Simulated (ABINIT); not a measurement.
# Beyond one shot: K2LiAlH6 (Fm-3m), part 2 of 4

Wanted: G0W0 and self-consistent gaps of K2LiAlH6 (Fm-3m), with the cost of the cycles.

ABINIT 10.8.3; LDA and many-body steps on it, plane waves. Known limits of the many-body steps: not at the basis limit; coarse k mesh.

So far. Step 4 (G0W0): The gap on the mesh goes from 2.15 eV to 4.05 eV, a correction of +1.90 eV. Step 5 (QSGW, cycle 1): Against G0W0 in ABINIT (2×2×2 mesh, 63 bands, screening to 87.1 eV, Godby-Needs plasmon pole), the gap moves by +0.414 eV.

## Step 6: Screening, 2×2×2 mesh, 63 bands, screening to 87.1 eV

This step: RPA screening on LDA, plane waves, norm-conserving pseudopotentials.

The input, run.abi:

```
acell 3*1.0 Angstrom
rprim 
  -0.000000000000 3.880349530400 3.880349530400
  3.880349530400 0.000000000000 3.880349530400
  3.880349530400 3.880349530400 0.000000000000
ntypat 4
znucl 19 3 13 1
natom 10
typat 1 1 2 3 4 4 4 4 4 4
xred 
  0.750000000000 0.750000000000 0.750000000000
  0.250000000000 0.250000000000 0.250000000000
  0.500000000000 0.500000000000 0.500000000000
  0.000000000000 -0.000000000000 -0.000000000000
  0.772107360000 0.227892640000 0.227892640000
  0.772107360000 0.227892640000 0.772107360000
  0.227892640000 0.772107360000 0.772107360000
  0.227892640000 0.772107360000 0.227892640000
  0.227892640000 0.227892640000 0.772107360000
  0.772107360000 0.772107360000 0.227892640000
pp_dirpath "pseudos"
pseudos "K.upf, Li.upf, Al.upf, H.upf"
ecut 33
ngkpt 2 2 2
nshiftk 1
shiftk 0 0 0
kptopt 1
chksymbreak 0
istwfk *1
occopt 1
irdwfk 1
optdriver 3
nband 63
ecuteps 3.2
inclvkb 2
awtr 1
symchi 1
gwcalctyp 28
mbpt_sciss 2.470 eV
nqptdm 1
qptdm 
  0 0 0
indata_prefix "in"
outdata_prefix "out"
tmpdata_prefix "tmp"
```

Run with:

```sh
> OMP_NUM_THREADS=1 mpirun -n 4 abinit run.abi > log
```

The program printed:

```text
.Version 10.8.3 of ABINIT. v10.8.2 released Aug 2026.

 Symmetries : space group Fm -3 m (#225); Bravais cF (face-center cubic)
[... echo of the input left out ...]
== DATASET  1 ==================================================================
-   mpi_nproc: 4, omp_nthreads: 1 (-1 if OMP is not activated)

--- !DatasetInfo
iteration_state: {dtset: 1, }
dimensions: {natom: 10, nkpt: 3, mband: 63, nsppol: 1, nspinor: 1, nspden: 1, mpw: 7144, }
cutoff_energies: {ecut:  33.0, pawecutdg:  -1.0, }
electrons: {nelect:   3.00000000E+01, charge:   0.00000000E+00, occopt:   1.00000000E+00, tsmear:   1.00000000E-02, }

 SCREENING: Calculation of the susceptibility and dielectric matrices

 Based on a program developped by R.W. Godby, V. Olevano, G. Onida, and L. Reining.
 Incorporated in ABINIT by V. Olevano, G.-M. Rignanese, and M. Torrent.
.Using double precision arithmetic ; gwpc =  8

[... cell and pseudopotentials left out ...]
--------------------------------------------------------------------------------

 ==== K-mesh for the wavefunctions ====
 Number of points in the irreducible wedge :     3
[... list of points left out ...]
 Together with 48 symmetry operations and time-reversal symmetry
 yields     8 points in the full Brillouin Zone.

 ==== Q-mesh for the screening function ====
 Number of points in the irreducible wedge :     3
[... list of points left out ...]
 Together with 48 symmetry operations and time-reversal symmetry
 yields     8 points in the full Brillouin Zone.

 setmesh: FFT mesh size selected  =    36x   36x   36
          total number of points  =        46656

 vcoul_init : cutoff-mode = AUXILIARY_FUNCTION
 q-points for optical limit:   1
     1)      0.000010    0.000020    0.000030

 Dielectric matrix will be calculated only for some
 selected q points provided by the user through the input variables
 nqptdm and qptdm

- screening: taking advantage of time-reversal symmetry
- Maximum band index for partially occupied states nbvw = 15
- Remaining bands to be divided among processors   nbcw = 48
- Number of bands treated by each node ~12

 rdqps: reading QP wavefunctions of the previous step
        looking for file in_QPS
 file not found, 1st iteration initialized with KS eigenelements

 screening : performing a first self-consistency
 update of the energies in W by a scissor operator
 applying a scissor operator of [eV] :   2.470

 Number of electrons calculated from density =   30.0000; Expected =   30.0000
 average of density, n =  0.038044
 r_s =    1.8445
 omega_plasma =   18.8147 [eV]

 calculating chi0 at frequencies [eV] :
  1    0.000000E+00    0.000000E+00
  2    0.000000E+00    1.881467E+01

--------------------------------------------------------------------------------
  q-point number  1        q = ( 0.000000, 0.000000, 0.000000) [r.l.u.]
--------------------------------------------------------------------------------
[... chi0 elements left out ...]
 For q-point:  0.000010 0.000020 0.000030
  dielectric constant =   3.3818
  dielectric constant without local fields =   3.7426

  Average fulfillment of the sum rule on Im[epsilon] for q-point    1 :     57.82  [%]
[... wings left out ...]
== END DATASET(S) ==============================================================
================================================================================

 -outvars: echo values of variables after computation  --------
           etotal      0.0000000000E+00
            nband          63
             nkpt           3
          spgroup         225
 [... the other variables as echoed above ...]

 Calculation completed.
```

Run time: 6.8 s. Hardware: 4 MPI ranks of Arm Neoverse V1, shared host; peak memory 0.92 GiB; 27 s of CPU time.

This step gave:

```yaml
eps_infinity_with_local_fields_on_this_mesh_along_the_program_s_q_direction: 3.382
the_same_without_local_fields: 3.743
plasma_frequency: 18.81 eV
plane_waves_in_the_screening_matrix: 181
```

This screening uses the functional's bands under a rigid shift, the mean opening of the cycle before.

## Step 7: Screening, 2×2×2 mesh, 63 bands, screening to 87.1 eV

This step: RPA screening on LDA from quasiparticle energies and orbitals, plane waves, norm-conserving pseudopotentials.

Changes to run.abi since step 6:

```diff
@@ -37,7 +37,8 @@
 symchi 1
+irdqps 1
 gwcalctyp 28
-mbpt_sciss 2.470 eV
-nqptdm 1
+nqptdm 2
 qptdm 
-  0 0 0
+  0.5000000000 0.0000000000 0.0000000000
+  0.5000000000 0.5000000000 0.0000000000
 indata_prefix "in"
```

The input, mrgscr.stdin:

```
2
merged
q0_SCR
out_SCR
1
```

Run with:

```sh
> OMP_NUM_THREADS=1 mpirun -n 4 abinit run.abi > log; mrgscr < mrgscr.stdin
```

The program printed:

```text
.Version 10.8.3 of ABINIT. v10.8.2 released Aug 2026.

 Symmetries : space group Fm -3 m (#225); Bravais cF (face-center cubic)
[... echo of the input left out ...]
== DATASET  1 ==================================================================
-   mpi_nproc: 4, omp_nthreads: 1 (-1 if OMP is not activated)

--- !DatasetInfo
iteration_state: {dtset: 1, }
dimensions: {natom: 10, nkpt: 3, mband: 63, nsppol: 1, nspinor: 1, nspden: 1, mpw: 7144, }
cutoff_energies: {ecut:  33.0, pawecutdg:  -1.0, }
[...]
q-point number  2        q = ( 0.500000, 0.500000, 0.000000) [r.l.u.]
--------------------------------------------------------------------------------
[... chi0 elements left out ...]
  Average fulfillment of the sum rule on Im[epsilon] for q-point    3 :     66.13  [%]

== END DATASET(S) ==============================================================
================================================================================

 -outvars: echo values of variables after computation  --------
           etotal      0.0000000000E+00
            nband          63
             nkpt           3
          spgroup         225
 [... the other variables as echoed above ...]

 Calculation completed.
```

The job ended after 4.5 s (4 MPI ranks; peak memory 0.37 GiB).

Numbers from this step:

| Property | Result |
| --- | --- |
| plasma frequency | 18.81 eV |
| plane waves in the screening matrix | 181 |

This screening reads the quasiparticle levels of the cycle before.

## Step 8: QSGW, cycle 2

The corrected levels of the last cycle go back in.

This step: QSGW on LDA, plane waves, norm-conserving pseudopotentials.

Changes to run.abi since step 7:

```diff
@@ -31,14 +31,21 @@
 irdwfk 1
-optdriver 3
+optdriver 4
 nband 63
-ecuteps 3.2
-inclvkb 2
-awtr 1
-symchi 1
-irdqps 1
 gwcalctyp 28
-nqptdm 2
-qptdm 
+ecutsigx 33
+symsigma 0
+nkptgw 3
+kptgw 
+  0.0000000000 0.0000000000 0.0000000000
   0.5000000000 0.0000000000 0.0000000000
   0.5000000000 0.5000000000 0.0000000000
+bdgw 
+  10 32
+  10 32
+  10 32
+ecuteps 3.2
+irdscr 1
+ppmodel 1
+irdqps 1
+rhoqpmix 0.3
 indata_prefix "in"
```

Run with:

```sh
> OMP_NUM_THREADS=1 mpirun -n 4 abinit run.abi > log
```

The program printed:

```text
.Version 10.8.3 of ABINIT. v10.8.2 released Aug 2026.

 Symmetries : space group Fm -3 m (#225); Bravais cF (face-center cubic)
[... echo of the input left out ...]
== DATASET  1 ==================================================================
-   mpi_nproc: 4, omp_nthreads: 1 (-1 if OMP is not activated)

--- !DatasetInfo
iteration_state: {dtset: 1, }
dimensions: {natom: 10, nkpt: 3, mband: 63, nsppol: 1, nspinor: 1, nspden: 1, mpw: 7144, }
cutoff_energies: {ecut:  33.0, pawecutdg:  -1.0, }
[...]
Convergence of QP corrections
 >>>>> For spin  1 <<<<<
.  kptgw no:  1; Maximum DeltaE = (   0.000   0.000) for band index:  1
.  kptgw no:  2; Maximum DeltaE = (   0.190  -0.000) for band index:  1
.  kptgw no:  3; Maximum DeltaE = (   0.243  -0.000) for band index:  1

== END DATASET(S) ==============================================================
================================================================================

 -outvars: echo values of variables after computation  --------
           etotal      0.0000000000E+00
            nband          63
             nkpt           3
          spgroup         225
 [... the other variables as echoed above ...]

 Calculation completed.
```

Run time: 20 s. Hardware: 4 MPI ranks; peak memory 1.6 GiB.

This step gave:

| Quantity | Value |
| --- | --- |
| quasiparticle gap on the points computed | 4.963 eV |
| gap of the density functional on the mesh | 2.154 eV |
| k of the valence top | 0.5, 0.5, 0 |
| k of the conduction bottom | 0, 0, 0 |
| least direct quasiparticle gap on the computed points | 5.491 eV |

Against the cycle before, the gap moves by +0.498 eV.

## Step 9: Screening, 2×2×2 mesh, 63 bands, screening to 87.1 eV

This step: RPA screening on LDA, plane waves, norm-conserving pseudopotentials.

Changes to run.abi since step 8:

```diff
@@ -31,21 +31,13 @@
 irdwfk 1
-optdriver 4
+optdriver 3
 nband 63
+ecuteps 3.2
+inclvkb 2
+awtr 1
+symchi 1
 gwcalctyp 28
-ecutsigx 33
-symsigma 0
-nkptgw 3
-kptgw 
-  0.0000000000 0.0000000000 0.0000000000
-  0.5000000000 0.0000000000 0.0000000000
-  0.5000000000 0.5000000000 0.0000000000
-bdgw 
-  10 32
-  10 32
-  10 32
-ecuteps 3.2
-irdscr 1
-ppmodel 1
-irdqps 1
-rhoqpmix 0.3
+mbpt_sciss 2.956 eV
+nqptdm 1
+qptdm 
+  0 0 0
 indata_prefix "in"
```

The program printed:

```text
.Version 10.8.3 of ABINIT. v10.8.2 released Aug 2026.

 Symmetries : space group Fm -3 m (#225); Bravais cF (face-center cubic)
[... echo of the input left out ...]
== DATASET  1 ==================================================================
-   mpi_nproc: 4, omp_nthreads: 1 (-1 if OMP is not activated)

--- !DatasetInfo
iteration_state: {dtset: 1, }
dimensions: {natom: 10, nkpt: 3, mband: 63, nsppol: 1, nspinor: 1, nspden: 1, mpw: 7144, }
cutoff_energies: {ecut:  33.0, pawecutdg:  -1.0, }
[...]
[... chi0 elements left out ...]
 For q-point:  0.000010 0.000020 0.000030
  dielectric constant =   3.2687
  dielectric constant without local fields =   3.6018

  Average fulfillment of the sum rule on Im[epsilon] for q-point    1 :     59.13  [%]
[... wings left out ...]
== END DATASET(S) ==============================================================
================================================================================

 -outvars: echo values of variables after computation  --------
           etotal      0.0000000000E+00
            nband          63
             nkpt           3
          spgroup         225
 [... the other variables as echoed above ...]

 Calculation completed.
```

Wall time 6.9 s (4 MPI ranks); peak memory 0.91 GiB.

Numbers from this step:

```yaml
eps_infinity_with_local_fields_on_this_mesh_along_the_program_s_q_direction: 3.269
the_same_without_local_fields: 3.602
plasma_frequency: 18.81 eV
plane_waves_in_the_screening_matrix: 181
```

This screening uses the functional's bands under a rigid shift, the mean opening of the cycle before.

## Step 10: Screening, 2×2×2 mesh, 63 bands, screening to 87.1 eV

This step: RPA screening on LDA from quasiparticle energies and orbitals, plane waves, norm-conserving pseudopotentials.

Changes to run.abi since step 9:

```diff
@@ -37,7 +37,8 @@
 symchi 1
+irdqps 1
 gwcalctyp 28
-mbpt_sciss 2.956 eV
-nqptdm 1
+nqptdm 2
 qptdm 
-  0 0 0
+  0.5000000000 0.0000000000 0.0000000000
+  0.5000000000 0.5000000000 0.0000000000
 indata_prefix "in"
```

mrgscr.stdin is that of step 7.

Run with:

```sh
> OMP_NUM_THREADS=1 mpirun -n 4 abinit run.abi > log; mrgscr < mrgscr.stdin
```

The program printed:

```text
.Version 10.8.3 of ABINIT. v10.8.2 released Aug 2026.

 Symmetries : space group Fm -3 m (#225); Bravais cF (face-center cubic)
[... echo of the input left out ...]
== DATASET  1 ==================================================================
-   mpi_nproc: 4, omp_nthreads: 1 (-1 if OMP is not activated)

--- !DatasetInfo
iteration_state: {dtset: 1, }
dimensions: {natom: 10, nkpt: 3, mband: 63, nsppol: 1, nspinor: 1, nspden: 1, mpw: 7144, }
cutoff_energies: {ecut:  33.0, pawecutdg:  -1.0, }
[...]
q-point number  2        q = ( 0.500000, 0.500000, 0.000000) [r.l.u.]
--------------------------------------------------------------------------------
[... chi0 elements left out ...]
  Average fulfillment of the sum rule on Im[epsilon] for q-point    3 :     66.86  [%]

== END DATASET(S) ==============================================================
================================================================================

 -outvars: echo values of variables after computation  --------
           etotal      0.0000000000E+00
            nband          63
             nkpt           3
          spgroup         225
 [... the other variables as echoed above ...]

 Calculation completed.
```

Run time: 4.5 s. Hardware: 4 MPI ranks; peak memory 0.37 GiB.

This step gave:

* plasma frequency: 18.81 eV
* plane waves in the screening matrix: 181

This screening reads the quasiparticle levels of the cycle before.

## Step 11: QSGW, cycle 3

This step: QSGW on LDA, plane waves, norm-conserving pseudopotentials.

Changes to run.abi since step 10:

```diff
@@ -31,14 +31,21 @@
 irdwfk 1
-optdriver 3
+optdriver 4
 nband 63
-ecuteps 3.2
-inclvkb 2
-awtr 1
-symchi 1
-irdqps 1
 gwcalctyp 28
-nqptdm 2
-qptdm 
+ecutsigx 33
+symsigma 0
+nkptgw 3
+kptgw 
+  0.0000000000 0.0000000000 0.0000000000
   0.5000000000 0.0000000000 0.0000000000
   0.5000000000 0.5000000000 0.0000000000
+bdgw 
+  10 32
+  10 32
+  10 32
+ecuteps 3.2
+irdscr 1
+ppmodel 1
+irdqps 1
+rhoqpmix 0.3
 indata_prefix "in"
```

Run with:

```sh
> OMP_NUM_THREADS=1 mpirun -n 4 abinit run.abi > log
```

The program printed:

```text
.Version 10.8.3 of ABINIT. v10.8.2 released Aug 2026.

 Symmetries : space group Fm -3 m (#225); Bravais cF (face-center cubic)
[... echo of the input left out ...]
== DATASET  1 ==================================================================
-   mpi_nproc: 4, omp_nthreads: 1 (-1 if OMP is not activated)

--- !DatasetInfo
iteration_state: {dtset: 1, }
dimensions: {natom: 10, nkpt: 3, mband: 63, nsppol: 1, nspinor: 1, nspden: 1, mpw: 7144, }
cutoff_energies: {ecut:  33.0, pawecutdg:  -1.0, }
[...]
Convergence of QP corrections
 >>>>> For spin  1 <<<<<
.  kptgw no:  1; Maximum DeltaE = (   0.056  -0.000) for band index: 21
.  kptgw no:  2; Maximum DeltaE = (   0.046   0.000) for band index: 18
.  kptgw no:  3; Maximum DeltaE = (  -0.037  -0.000) for band index: 15

== END DATASET(S) ==============================================================
================================================================================

 -outvars: echo values of variables after computation  --------
           etotal      0.0000000000E+00
            nband          63
             nkpt           3
          spgroup         225
 [... the other variables as echoed above ...]

 Calculation completed.
```

The job ended after 20 s (4 MPI ranks; peak memory 1.6 GiB).

This step gave:

* quasiparticle gap on the points computed: 5.075 eV
* gap of the density functional on the mesh: 2.154 eV
* k of the valence top: 0.5, 0.5, 0
* k of the conduction bottom: 0, 0, 0
* least direct quasiparticle gap on the computed points: 5.603 eV

Against the cycle before, the gap moves by +0.112 eV.

## Step 12: Screening, 2×2×2 mesh, 63 bands, screening to 87.1 eV

This step: RPA screening on LDA, plane waves, norm-conserving pseudopotentials.

Changes to run.abi since step 11:

```diff
@@ -31,21 +31,13 @@
 irdwfk 1
-optdriver 4
+optdriver 3
 nband 63
+ecuteps 3.2
+inclvkb 2
+awtr 1
+symchi 1
 gwcalctyp 28
-ecutsigx 33
-symsigma 0
-nkptgw 3
-kptgw 
-  0.0000000000 0.0000000000 0.0000000000
-  0.5000000000 0.0000000000 0.0000000000
-  0.5000000000 0.5000000000 0.0000000000
-bdgw 
-  10 32
-  10 32
-  10 32
-ecuteps 3.2
-irdscr 1
-ppmodel 1
-irdqps 1
-rhoqpmix 0.3
+mbpt_sciss 3.055 eV
+nqptdm 1
+qptdm 
+  0 0 0
 indata_prefix "in"
```

The program printed:

```text
.Version 10.8.3 of ABINIT. v10.8.2 released Aug 2026.

 Symmetries : space group Fm -3 m (#225); Bravais cF (face-center cubic)
[... echo of the input left out ...]
== DATASET  1 ==================================================================
-   mpi_nproc: 4, omp_nthreads: 1 (-1 if OMP is not activated)

--- !DatasetInfo
iteration_state: {dtset: 1, }
dimensions: {natom: 10, nkpt: 3, mband: 63, nsppol: 1, nspinor: 1, nspden: 1, mpw: 7144, }
cutoff_energies: {ecut:  33.0, pawecutdg:  -1.0, }
[...]
[... chi0 elements left out ...]
 For q-point:  0.000010 0.000020 0.000030
  dielectric constant =   3.2471
  dielectric constant without local fields =   3.5750

  Average fulfillment of the sum rule on Im[epsilon] for q-point    1 :     59.40  [%]
[... wings left out ...]
== END DATASET(S) ==============================================================
================================================================================

 -outvars: echo values of variables after computation  --------
           etotal      0.0000000000E+00
            nband          63
             nkpt           3
          spgroup         225
 [... the other variables as echoed above ...]

 Calculation completed.
```

Wall time 6.8 s (4 MPI ranks); peak memory 0.91 GiB; 27 s of CPU time.

This step gave:

* ε∞ with local fields, on this mesh, along the program's q direction: 3.247
* the same without local fields: 3.575
* plasma frequency: 18.81 eV
* plane waves in the screening matrix: 181

This screening uses the functional's bands under a rigid shift, the mean opening of the cycle before.

## Step 13: Screening, 2×2×2 mesh, 63 bands, screening to 87.1 eV

This step: RPA screening on LDA from quasiparticle energies and orbitals, plane waves, norm-conserving pseudopotentials.

Changes to run.abi since step 12:

```diff
@@ -37,7 +37,8 @@
 symchi 1
+irdqps 1
 gwcalctyp 28
-mbpt_sciss 3.055 eV
-nqptdm 1
+nqptdm 2
 qptdm 
-  0 0 0
+  0.5000000000 0.0000000000 0.0000000000
+  0.5000000000 0.5000000000 0.0000000000
 indata_prefix "in"
```

mrgscr.stdin is that of step 10.

Run with:

```sh
> OMP_NUM_THREADS=1 mpirun -n 4 abinit run.abi > log; mrgscr < mrgscr.stdin
```

The program printed:

```text
.Version 10.8.3 of ABINIT. v10.8.2 released Aug 2026.

 Symmetries : space group Fm -3 m (#225); Bravais cF (face-center cubic)
[... echo of the input left out ...]
== DATASET  1 ==================================================================
-   mpi_nproc: 4, omp_nthreads: 1 (-1 if OMP is not activated)

--- !DatasetInfo
iteration_state: {dtset: 1, }
dimensions: {natom: 10, nkpt: 3, mband: 63, nsppol: 1, nspinor: 1, nspden: 1, mpw: 7144, }
cutoff_energies: {ecut:  33.0, pawecutdg:  -1.0, }
[...]
q-point number  2        q = ( 0.500000, 0.500000, 0.000000) [r.l.u.]
--------------------------------------------------------------------------------
[... chi0 elements left out ...]
  Average fulfillment of the sum rule on Im[epsilon] for q-point    3 :     67.01  [%]

== END DATASET(S) ==============================================================
================================================================================

 -outvars: echo values of variables after computation  --------
           etotal      0.0000000000E+00
            nband          63
             nkpt           3
          spgroup         225
 [... the other variables as echoed above ...]

 Calculation completed.
```

The job ended after 4.5 s (4 MPI ranks; peak memory 0.37 GiB).

This step gave:

```yaml
plasma_frequency: 18.81 eV
plane_waves_in_the_screening_matrix: 181
```

This screening reads the quasiparticle levels of the cycle before.

[end of part 2 of 4]

[Paths, hosts, dates, memory and timing lines, banners, echoed tables and standing remarks are left out of the program output.]

[Logs are printed without paths, hosts, clocks, repeated set-up lines and the standing remarks that a program may print on its own settings, such as how far it seeks lower states.]

[Runs of the session that timed out or met a known fault of the program may be left out.]

[Hosts, paths, dates, database ids (printed as entryN), source tags and the programs' standing remarks are cut or masked in the printed files.]

[G0W0 gaps are taken among the corrected bands and points alone; a level outside them can change the order at an edge.]

[Where Ansatz stands beside ABINIT at settings called matched, ABINIT's density can come from a denser mesh and the files from another edition; pairs whose starting gaps differed by over 0.03 eV were left out, so agreement reads better than it is.]
